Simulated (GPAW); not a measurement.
# Rh L₃ ELNES/XANES of TiRh (P4/mmm) from DFT, part 2 of 3

What does one-electron theory with a core hole give for the Rh L₃ edge of TiRh (P4/mmm)?

GPAW 26.7.0; X-ray absorption from dipole matrix elements to empty bands, plane-wave PAW LDA.

So far. Step 2 (Ground state of the crystal): The mesh shows no gap, so the system is treated as a metal and the core electron is put at the Fermi level (neutral cell). Step 3 (Spectrum without a core hole, Rh atom 1): Main maxima below 30 eV (height): 1.0 eV (3.17) and 10.6 eV (0.89). At an L edge the dipole rule selects empty d (and weakly s) states on the absorber, and the strong line at the onset measures the empty part of its d band.

### 5. Spectrum with XCH, Rh atom 1

The holes are 6.7 Å apart. In GPAW the data set carries the hole's charge, so charge=0 means a charged cell and charge=-1 a neutral one. The excited electron is kept in the cell, where it fills the lowest empty states and screens the hole. After the field has converged, empty bands are computed with the density fixed and the dipole matrix elements are summed.

Contents of xas.py:

```python
import numpy as np
from ase import Atoms
from ase.parallel import parprint, paropen
from gpaw import GPAW, PW, FermiDirac, Mixer, MixerDif, setup_paths
from gpaw.test import gen
setup_paths.insert(0, '.')
gen('Rh', name='fch2p', xcname='LDA', corehole=(2, 1, 1), write_xml=True)
from gpaw.mpi import world
world.barrier()

atoms = Atoms('Rh8Ti8',
    cell=[[0, 0, 6.7],
     [5.976, 0, 3.35],
     [0, 5.976, 3.35]],
    scaled_positions=[[0, 0, 0],
     [0.5, 0, 0],
     [0.25, 0, 0.5],
     [0.25, 0.5, 0],
     [0.75, 0, 0.5],
     [0.75, 0.5, 0],
     [0, 0.5, 0.5],
     [0.5, 0.5, 0.5],
     [0, 0.25, 0.25],
     [0.5, 0.25, 0.25],
     [0.25, 0.25, 0.75],
     [0.25, 0.75, 0.25],
     [0.75, 0.25, 0.75],
     [0.75, 0.75, 0.25],
     [0, 0.75, 0.75],
     [0.5, 0.75, 0.75]],
    pbc=True)
atoms.calc = calc = GPAW(legacy_gpaw=True, mode=PW(430, force_complex_dtype=True), xc='LDA', setups={0: 'fch2p'},
    kpts={'size': (4, 4, 4), 'gamma': True}, occupations=FermiDirac(0.1),
    charge=-1, mixer=Mixer(0.1, 5, 50), maxiter=150,
    convergence={'density': 0.0001, 'eigenstates': 1e-6}, txt='scf.txt')
energy = atoms.get_potential_energy() + calc.get_reference_energy()
ef = calc.get_fermi_level()
out = dict(energy=energy, fermi=ef, forces=atoms.get_forces().tolist())
parprint(f'all-electron energy {energy:.4f} eV, Fermi level {ef:.4f} eV')
ev = np.array([[calc.get_eigenvalues(k, s) for k in range(len(calc.get_ibz_k_points()))] for s in range(calc.get_number_of_spins())])
out['homo'], out['lumo'], out['counts'] = ev[ev < ef].max(), ev[ev > ef].min(), sorted(set((ev < ef).sum((0, 2)).tolist()))
out['filled'] = (ev[:, 0] < ef).sum(1).tolist()

from ase.units import Ha
from gpaw.xas import dipole_matrix_elements
nb = int(calc.get_number_of_electrons() / 2) + 225
top, nb = nb, nb + 8 + nb // 12
nscf = calc.fixed_density(kpts={'size': (4, 4, 4), 'gamma': True}, nbands=nb,
    convergence={'bands': top, 'eigenstates': 5e-3}, maxiter=60, txt='nscf.txt')
cell = atoms.cell.array
ops = [cell.T @ U.T @ np.linalg.inv(cell.T) for U in nscf.wfs.kd.symmetry.op_scc]
E = np.arange(-6, 34, 0.1)
fwhm = np.interp(E, [4, 25], [2.13, 3.5])
Y, X, zero, highest = 0, 0, 1e9, 1e9
for spin in range(nscf.get_number_of_spins()):
    wfs = nscf.wfs
    mine = wfs.bd.get_slice()  # this rank's bands
    A = dipole_matrix_elements(wfs.setups[0])
    eps = np.zeros((wfs.kd.nibzkpts, nb))
    d = np.zeros((3, A.shape[1], wfs.kd.nibzkpts, nb), complex)
    for kpt in wfs.kpt_u:
        if kpt.s == spin and 0 in kpt.P_ani:
            eps[kpt.k, mine] = kpt.eps_n * Ha
            d[:, :, kpt.k, mine] = (kpt.weight * wfs.nspins / 2) ** 0.5 * np.inner(A, kpt.P_ani[0])
    world.sum(eps)
    world.sum(d)
    T = np.einsum('amkn,bmkn->abkn', d, d.conj()).real
    T = sum(np.einsum('ai,ijkn,bj->abkn', R, T, R) for R in ops) / len(ops)
    empty = eps > ef
    zero, highest = min(zero, eps[empty].min()), min(highest, eps[:, top - 1].min())
    lines = [(eps, T, empty)] if spin == 0 else lines + [(eps, T, empty)]
for eps, T, empty in lines:
    f = np.einsum('aakn->akn', T).reshape(3, -1)
    x = eps.ravel() - zero
    w = np.interp(x, E, fwhm) / 2.35482
    g = np.exp(-0.5 * ((E[:, None] - x) / w) ** 2) / (w * (2 * np.pi) ** 0.5)
    Y = Y + (f * empty.ravel()) @ g.T
    X = X + (f * ~empty.ravel()) @ g.T
out.update(E=E.round(2).tolist(), xas=Y.tolist(), xes=X.tolist(), zero=zero, valid=highest - zero, nk=len(eps), nb=nb)
for i in range(0, len(E), 10):
    parprint(f'{E[i]:7.2f}', *(f'{v:10.3e}' for v in Y[:, i]))
import json
with paropen('out.json', 'w') as f:
    json.dump(out, f)
```

The run is started by

```sh
$ OMP_NUM_THREADS=1 mpirun -n 4 gpaw python xas.py
```

Numbers of over 12 decimals in the logs are rounded to 6 here.

The log of the run:

```text
Input parameters:
  charge: -1
  convergence: {density: 0.0001,
                eigenstates: 1e-06}
  kpts: {gamma: True,
         size: (4, 4, 4)}
  maxiter: 150
  mixer: {backend: pulay,
          beta: 0.1,
          method: separate,
          nmaxold: 5,
          weight: 50}
  mode: {ecut: 430.0,
         force_complex_dtype: True,
         name: pw}
  occupations: {fixmagmom: False,
                name: fermi-dirac,
                width: 0.1}
  setups: {0: fch2p}

Initialize ...

[... PAW data sets ...]

Reference energy: -1222415.585372  # eV

Spin-paired calculation

[... convergence settings ...]
Symmetries present (total): 16
  [... symmetry matrices ...]

64 k-points: 4 x 4 x 4 Monkhorst-Pack grid + [1/8,1/8,1/8]
13 k-points in the irreducible part of the Brillouin zone
       k-points in crystal coordinates                weights
   0:     0.00000000    0.00000000    0.00000000          1/64
   1:     0.00000000    0.25000000    0.00000000          4/64
   2:     0.00000000    0.25000000    0.25000000          4/64
   3:     0.00000000    0.50000000    0.00000000          2/64
   4:     0.00000000    0.50000000    0.25000000          4/64
   5:     0.00000000    0.50000000    0.50000000          1/64
   6:     0.25000000    0.25000000    0.25000000          8/64
   7:     0.25000000    0.50000000    0.25000000         16/64
   8:     0.25000000    0.50000000    0.50000000          8/64
   9:     0.50000000    0.25000000   -0.25000000          2/64
          ...
  12:     0.50000000    0.50000000    0.50000000          4/64

Wave functions: Plane wave expansion
  Cutoff energy: 430.000 eV
  Number of coefficients (min, max): 4836, 4872
  Pulay-stress correction: 0.000000 eV/Ang^3 (de/decut=0.000000)
  Using FFTW library
  Wavefunction extrapolation:
    Improved wavefunction reuse through dual PAW basis

Occupation numbers: Fermi-Dirac:
  width: 0.1000  # eV

Eigensolver
   Davidson(niter=2)

Densities:
  Coarse grid: 35*35*35 grid
  Fine grid: 70*70*70 grid
  Total Charge: 0.000000

Density mixing:
  Method: separate
  Backend: pulay
  Linear mixing parameter: 0.1
  old densities: 5
  Width of damping distribution: 1.1
  Damping of long wavelength oscillations: 50

[... Hamiltonian set-up ...]
Number of atoms: 16
Number of atomic orbitals: 200
Number of bands in calculation: 135
Number of valence electrons: 217
Bands to converge: occupied

... initialized

Initializing position-dependent things.

Density initialized from atomic densities
Creating initial wave functions:
  135 bands from LCAO basis set

             Ti      Ti
                   Ti

         Rh     Rh
             TiRh    Ti
            Ti     Ti

         Rh     Rh
       Rh      Rh
            Ti

       Rh

Atomic positions and initial magnetic moments

Positions:
   0 Rh     0.000000    0.000000    0.000000    ( 0.0000,  0.0000,  0.0000)
   1 Rh     0.000000    0.000000    3.350000    ( 0.0000,  0.0000,  0.0000)
   2 Rh     0.000000    2.988000    3.350000    ( 0.0000,  0.0000,  0.0000)
   3 Rh     2.988000    0.000000    3.350000    ( 0.0000,  0.0000,  0.0000)
   4 Rh     0.000000    2.988000    6.700000    ( 0.0000,  0.0000,  0.0000)
   5 Rh     2.988000    0.000000    6.700000    ( 0.0000,  0.0000,  0.0000)
   6 Rh     2.988000    2.988000    3.350000    ( 0.0000,  0.0000,  0.0000)
[...]
13 Ti     4.482000    1.494000    8.375000    ( 0.0000,  0.0000,  0.0000)
  14 Ti     4.482000    4.482000    5.025000    ( 0.0000,  0.0000,  0.0000)
  15 Ti     4.482000    4.482000    8.375000    ( 0.0000,  0.0000,  0.0000)

Unit cell:
           periodic     x           y           z      points  spacing
  1. axis:    yes    0.000000    0.000000    6.700000    35     0.1500
  2. axis:    yes    5.976000    0.000000    3.350000    35     0.1707
  3. axis:    yes    0.000000    5.976000    3.350000    35     0.1707

  Lengths:   6.700000   6.850918   6.850918
  Angles:   76.166166  60.726072  60.726072

Effective grid spacing dv^(1/3) = 0.1774

iter:   1  -170.863235
iter:   2  -156.763755   -0.34  -1.22
iter:   3  -152.502539   -0.67  -1.37
iter:   4  -150.592401   -0.99  -1.57
iter:   5  -150.529316   -1.68  -1.91
iter:   6  -150.648236   -2.21  -2.07
iter:   7  -150.514729   -2.42  -2.02
iter:   8  -150.496351   -2.64  -2.29
iter:   9  -150.496308c  -3.12  -2.85
iter:  10  -150.498879c  -3.66  -3.01
iter:  11  -150.500309c  -3.94  -3.09
iter:  12  -150.496318c  -3.85  -3.32
iter:  13  -150.497085c  -4.65  -3.45
iter:  14  -150.498189c  -4.70  -3.63
iter:  15  -150.497156c  -5.03  -3.64
iter:  16  -150.497127c  -5.32  -3.86
iter:  17  -150.497057c  -5.67  -4.12c
iter:  18  -150.497082c  -6.19c -4.36c

Converged after 18 iterations.

Dipole moment: (-0.000000, -0.000000, -0.000000) |e|*Ang

Energy contributions relative to reference atoms: (reference = -1222415.585372)

Kinetic:        +30.559836
Potential:      -55.376031
External:        +0.000000
XC:            -124.460890
Entropy (-ST):   -0.684489
Local:           -0.877753
SIC:             +0.000000
--------------------------
Free energy:   -150.839327
Extrapolated:  -150.497082

Showing only first 2 kpts
 Kpt  Band  Eigenvalues  Occupancy
  0   106      9.50102    1.99978
  0   107      9.50102    1.99978
  0   108      9.80088    1.99555
  0   109     10.23947    1.69606

  1   106      9.52784    1.99971
  1   107      9.83976    1.99344
  1   108     10.09930    1.91549
[...]
Fermi level: 10.41139

No gap
No difference between direct/indirect transitions

Forces in eV/Ang:
  0 Rh    0.00000    0.00000    0.00000
  1 Rh    0.00000    0.00000    0.00000
  2 Rh    0.00000    0.02330    0.00000
  3 Rh    0.02330    0.00000   -0.00000
  4 Rh    0.00000   -0.02330    0.00000
  5 Rh   -0.02330    0.00000   -0.00000
  6 Rh    0.00000   -0.00000    0.00000
[...]
13 Ti   -0.18475    0.18475   -0.21786
 14 Ti   -0.18475   -0.18475   -0.21786
 15 Ti   -0.18475   -0.18475    0.21786
Scalar-relativistic atomic LDA calculation for Rh (Rhodium, Z=45)
Core hole in 2p state (2p occupation: 5.0)
750 radial gridpoints.
|------------------------------------------------|
|------------------------------------------------|
[... the atom generator's iteration count ...]

Energy contributions:
-------------------------
Kinetic:    +4829.239811
XC:          -129.207039
Potential:  -9365.729740
-------------------------
Total:      -4665.696968

state      eigenvalue         ekin         rmax
-----------------------------------------------
1s^2.0 :  -851.346455  1072.340614        0.021
2s^2.0 :  -126.463466   222.705044        0.119
2p^5.0 :  -114.348975   213.559056        0.095
3s^2.0 :   -23.369923    61.924213        0.347
3p^6.0 :   -19.267692    57.849813        0.339
3d^10.0:   -12.655616    52.867088        0.282
4s^2.0 :    -3.613798    15.570894        0.860
4p^6.0 :    -2.410246    12.987048        0.913
4d^8.0 :    -0.678612     7.590810        1.071
5s^1.0 :    -0.461536     1.944474        2.392
5p^0.0 :    -0.271405     1.182496        2.971
-----------------------------------------------
(units: Bohr and Hartree)

Generating PAW setup
Kinetic energy of the core from tauc = 4796.932611663396
Cutoffs:
rc(s)=2.400
rc(p)=2.610
rc(d)=2.350
rc(vbar)=2.390
rc(comp)=2.290
rc(nct)=2.610

Kinetic energy of the core states: 4688.646565
Charge: 1.0
Core electrons: 29.0
Valence electrons: 15.0
Pseudo-core charge: 0.067143
Shape function alpha=1.907
Pseudo-electron charge 4.859126
state    eigenvalue         norm
--------------------------------
5s(1) :    -0.461536     1.051040
*s    :     0.538464
4p(6) :    -2.410246     0.093440
5p(0) :    -0.271405     1.009516
4d(8) :    -0.678612     0.397538
*d    :     0.321388
--------------------------------

Diagonalizing with gridspacing h=0.050

state   all-electron     PAW
-------------------------------
5s:      -0.461536    -0.461784
4p:      -2.410246    -2.410403
4d:      -0.678612    -0.679454
*f:                   -0.022353
-------------------------------
all-electron energy -1222566.0825 eV, Fermi level 10.4114 eV
[...]
31.00  4.827e-06  4.827e-06  5.391e-06
  32.00  4.784e-06  4.784e-06  4.920e-06
  33.00  4.513e-06  4.513e-06  4.324e-06
```

Wall time 4.1 min (4 MPI ranks of Intel Xeon Platinum 8375C at 2.90GHz (Ice Lake), shared host); peak memory 0.67 GiB; 16 min of CPU time.

The Rh L₃ spectrum, Rh atom 1, excited-electron core hole (neutral cell) (energy from the lowest empty level; intensity scaled to a mean of 1 over the first 20 eV; polarised curves are means over the symmetry-equivalent atoms):

```tsv
E (eV)	isotropic	ε ⊥ c	ε ∥ c
-2.0	0.06	0.06	0.06
-1.4	0.25	0.24	0.26
-0.8	0.71	0.69	0.75
-0.2	1.43	1.39	1.51
0.4	2.08	2.03	2.17
1.0	2.33	2.30	2.41
1.6	2.19	2.16	2.24
2.2	1.81	1.79	1.86
2.8	1.35	1.33	1.39
3.4	0.95	0.94	0.96
4.0	0.69	0.69	0.69
4.6	0.58	0.58	0.56
5.2	0.52	0.52	0.50
5.8	0.46	0.47	0.45
6.4	0.42	0.43	0.42
7.0	0.42	0.42	0.43
7.6	0.50	0.49	0.52
8.2	0.66	0.63	0.70
8.8	0.83	0.80	0.91
9.4	0.96	0.93	1.04
10.0	1.03	1.00	1.08
10.6	1.04	1.04	1.06
11.2	1.04	1.05	1.01
11.8	1.01	1.03	0.97
12.4	0.98	1.00	0.94
13.0	0.96	0.98	0.93
13.6	0.96	0.97	0.95
14.2	0.98	0.97	1.00
14.8	0.99	0.96	1.04
15.4	0.99	0.95	1.07
16.0	0.98	0.94	1.07
16.6	0.98	0.95	1.03
17.2	0.95	0.95	0.95
17.8	0.91	0.94	0.86
18.4	0.86	0.91	0.77
19.0	0.81	0.86	0.71
19.6	0.78	0.81	0.70
20.2	0.76	0.78	0.72
20.8	0.76	0.76	0.75
21.4	0.77	0.76	0.77
22.0	0.78	0.78	0.78
22.6	0.80	0.81	0.78
23.2	0.81	0.83	0.77
23.8	0.82	0.84	0.77
24.4	0.82	0.84	0.78
25.0	0.82	0.83	0.79
25.6	0.81	0.81	0.82
26.2	0.82	0.80	0.85
26.8	0.82	0.80	0.88
27.4	0.83	0.79	0.90
28.0	0.82	0.78	0.91
28.6	0.82	0.77	0.92
29.2	0.81	0.76	0.92
29.8	0.81	0.76	0.92
30.4	0.82	0.77	0.90
31.0	0.81	0.78	0.87
31.6	0.80	0.78	0.83
```

Main maxima below 30 eV (height): 1.0 eV (2.33), 10.6 eV (1.04) and 27.4 eV (0.83). 

### 6. Spectrum with FCH, Rh atom 1

The holes are 6.7 Å apart. In GPAW the data set carries the hole's charge, so charge=0 means a charged cell and charge=-1 a neutral one. The excited electron is left out and a uniform background balances the charge. After the field has converged, empty bands are computed with the density fixed and the dipole matrix elements are summed.

Changed against the first core-hole run: core hole to FCH.

xas.py, as its differences from that of step 5:

```diff
@@ -33,3 +33,3 @@
     kpts={'size': (4, 4, 4), 'gamma': True}, occupations=FermiDirac(0.1),
-    charge=-1, mixer=Mixer(0.1, 5, 50), maxiter=150,
+    charge=0, mixer=Mixer(0.1, 5, 50), maxiter=150,
     convergence={'density': 0.0001, 'eigenstates': 1e-6}, txt='scf.txt')
```

The log of the run:

```text
Input parameters:
  convergence: {density: 0.0001,
                eigenstates: 1e-06}
  kpts: {gamma: True,
         size: (4, 4, 4)}
  maxiter: 150
  mixer: {backend: pulay,
          beta: 0.1,
          method: separate,
          nmaxold: 5,
          weight: 50}
  mode: {ecut: 430.0,
         force_complex_dtype: True,
         name: pw}
  occupations: {fixmagmom: False,
                name: fermi-dirac,
[...]
*d    :     0.321388
--------------------------------

Diagonalizing with gridspacing h=0.050

state   all-electron     PAW
-------------------------------
5s:      -0.461536    -0.461784
4p:      -2.410246    -2.410403
4d:      -0.678612    -0.679454
*f:                   -0.022353
-------------------------------
all-electron energy -1222576.4713 eV, Fermi level 10.3421 eV
[...]
32.00  4.783e-06  4.783e-06  4.953e-06
  33.00  4.532e-06  4.532e-06  4.366e-06
[key lines of the parts left out:]
Converged after 19 iterations.
Dipole moment: (-0.000000, -0.000000, -0.000000) |e|*Ang
Free energy:   -161.216126
Fermi level: 10.34212
```

The job ended after 4 min (4 MPI ranks; peak memory 0.67 GiB).

```tsv
E (eV)	first run	this run
-2.0	0.06	0.06
-1.0	0.52	0.53
0.0	1.67	1.71
1.0	2.33	2.38
2.0	1.95	1.99
3.0	1.20	1.22
4.0	0.69	0.69
5.0	0.53	0.53
6.0	0.45	0.45
7.0	0.42	0.42
8.0	0.60	0.58
9.0	0.89	0.86
10.0	1.03	1.01
11.0	1.04	1.03
12.0	1.00	1.00
13.0	0.96	0.95
14.0	0.97	0.96
15.0	0.99	0.98
16.0	0.98	0.98
17.0	0.96	0.96
18.0	0.90	0.90
19.0	0.81	0.81
20.0	0.76	0.76
21.0	0.76	0.75
22.0	0.78	0.77
23.0	0.81	0.80
24.0	0.82	0.81
25.0	0.82	0.81
26.0	0.82	0.81
27.0	0.83	0.82
28.0	0.82	0.82
29.0	0.82	0.81
30.0	0.82	0.81
31.0	0.81	0.81
32.0	0.78	0.78
```

The scaled spectrum changes by 1 % r.m.s. The highest intensity below 24 eV stays at 1.0 eV.

The photon energy of the zero moves by -0.04 eV.

### 7. Spectrum with HCH, Rh atom 1

The holes are 6.7 Å apart. The data set carries half a charge, which charge=0 leaves uncompensated but for the background. Half a hole is Slater's transition state, a compromise that weakens the attraction. After the field has converged, empty bands are computed with the density fixed and the dipole matrix elements are summed.

Changed against the first core-hole run: core hole from full to half.

xas.py, as its differences from that of step 6:

```diff
@@ -6,3 +6,3 @@
 setup_paths.insert(0, '.')
-gen('Rh', name='fch2p', xcname='LDA', corehole=(2, 1, 1), write_xml=True)
+gen('Rh', name='hch2p', xcname='LDA', corehole=(2, 1, 0.5), write_xml=True)
 from gpaw.mpi import world
@@ -31,3 +31,3 @@
     pbc=True)
-atoms.calc = calc = GPAW(legacy_gpaw=True, mode=PW(430, force_complex_dtype=True), xc='LDA', setups={0: 'fch2p'},
+atoms.calc = calc = GPAW(legacy_gpaw=True, mode=PW(430, force_complex_dtype=True), xc='LDA', setups={0: 'hch2p'},
     kpts={'size': (4, 4, 4), 'gamma': True}, occupations=FermiDirac(0.1),
```

The log of the run:

```text
Input parameters:
  convergence: {density: 0.0001,
                eigenstates: 1e-06}
  kpts: {gamma: True,
         size: (4, 4, 4)}
  maxiter: 150
  mixer: {backend: pulay,
          beta: 0.1,
          method: separate,
          nmaxold: 5,
          weight: 50}
  mode: {ecut: 430.0,
         force_complex_dtype: True,
         name: pw}
  occupations: {fixmagmom: False,
                name: fermi-dirac,
[...]
*d    :     0.563677
--------------------------------

Diagonalizing with gridspacing h=0.050

state   all-electron     PAW
-------------------------------
5s:      -0.305919    -0.306099
4p:      -2.118017    -2.118206
4d:      -0.436323    -0.437180
*f:                    0.026581
-------------------------------
all-electron energy -1224104.3407 eV, Fermi level 10.3952 eV
[...]
32.00  5.074e-06  5.074e-06  5.305e-06
  33.00  4.815e-06  4.815e-06  4.677e-06
[key lines of the parts left out:]
Converged after 17 iterations.
Dipole moment: (-0.000000, -0.000000, -0.000000) |e|*Ang
Free energy:   -149.685199
Fermi level: 10.39522
```

Wall time 3.8 min (4 MPI ranks); peak memory 0.67 GiB; 15 min of CPU time.

```tsv
E (eV)	first run	this run
-2.0	0.06	0.07
-1.0	0.52	0.63
0.0	1.67	2.05
1.0	2.33	2.80
2.0	1.95	2.20
3.0	1.20	1.31
4.0	0.69	0.73
5.0	0.53	0.54
6.0	0.45	0.44
7.0	0.42	0.39
8.0	0.60	0.53
9.0	0.89	0.79
10.0	1.03	0.94
11.0	1.04	0.95
12.0	1.00	0.92
13.0	0.96	0.88
14.0	0.97	0.89
15.0	0.99	0.90
16.0	0.98	0.90
17.0	0.96	0.88
18.0	0.90	0.83
19.0	0.81	0.75
20.0	0.76	0.70
21.0	0.76	0.69
22.0	0.78	0.71
23.0	0.81	0.73
24.0	0.82	0.74
25.0	0.82	0.74
26.0	0.82	0.74
27.0	0.83	0.75
28.0	0.82	0.75
29.0	0.82	0.74
30.0	0.82	0.74
31.0	0.81	0.74
32.0	0.78	0.72
```

The scaled spectrum changes by 13 % r.m.s. The highest intensity below 24 eV goes from 1.0 eV (2.33) to 1.0 eV (2.80).

(Part 2 of 3 ends here.)

[Banner, clock and machine lines of the logs are left out without a mark of their own.]

[Logs are printed without paths, hosts, clocks, repeated set-up lines and the standing remarks that a program may print on its own settings, such as how far it seeks lower states.]

[Hosts, paths, dates, database ids (printed as entryN), source tags and the programs' standing remarks are cut or masked in the printed files.]

[Lists of maxima count a maximum above −3 eV only where it reaches 4 % of the highest in the window and stands out from its surroundings by 2 % of it (1.5 % where it reaches 55 %); shoulders and weaker maxima are passed over, and of the rest the first, up to two pre-edge ones and the few strongest are named.]
